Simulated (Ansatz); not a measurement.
Rows from a G0W0 calculation on LaGaO3 (R-3c) (Ansatz 0.2.0; G0W0 on LDA, plane waves, PAW; 4×4×4 mesh, 107 empty bands, screening to 54 eV), in eV. Spin-orbit coupling is left out.

```
row                        k  band   start       Σx  Σc at the solution      Vxc
  A                        Γ    c2  14.858  -12.140              -5.490  -20.266
  B                        Γ    c1  14.234  -13.986              -3.388  -19.102
  C                        Γ    v1  10.586  -26.097               4.901  -21.205
  D  (0.000, -0.500, -0.500)    c2  15.121  -19.560              -9.575  -33.433
  E  (0.000, -0.500, -0.500)    v1  10.735  -26.141               4.894  -21.196
  F  (0.000, -0.500, -0.500)    c1  15.110  -19.551              -9.613  -33.466
```

**Question.** Work out each quasiparticle level and how far it moved.

The quasiparticle equation reads E = start + Σx + Σc(E) − Vxc.

```
row  E (eV)  shift (eV)
  A  17.493      +2.636
  B  15.962      +1.728
  C  10.594      +0.008
  D  19.419      +4.298
  E  10.684      −0.052
  F  19.412      +4.302
```

The gap over the computed points goes from 3.50 eV to 5.28 eV.

Limits: not at the basis limit; f levels unsure; no spin-orbit coupling.

[Paths, hosts, dates, memory and timing lines, banners, echoed tables and standing remarks are left out of the program output.]

[Logs are printed without paths, hosts, clocks, repeated set-up lines and the standing remarks that a program may print on its own settings, such as how far it seeks lower states.]

[Runs of the session that timed out or met a known fault of the program may be left out.]

[Cells called generated may have been cut or substituted from an entry of the Crystallography Open Database or the Materials Project.]

[Hosts, paths, dates, database ids (printed as entryN), source tags and the programs' standing remarks are cut or masked in the printed files.]
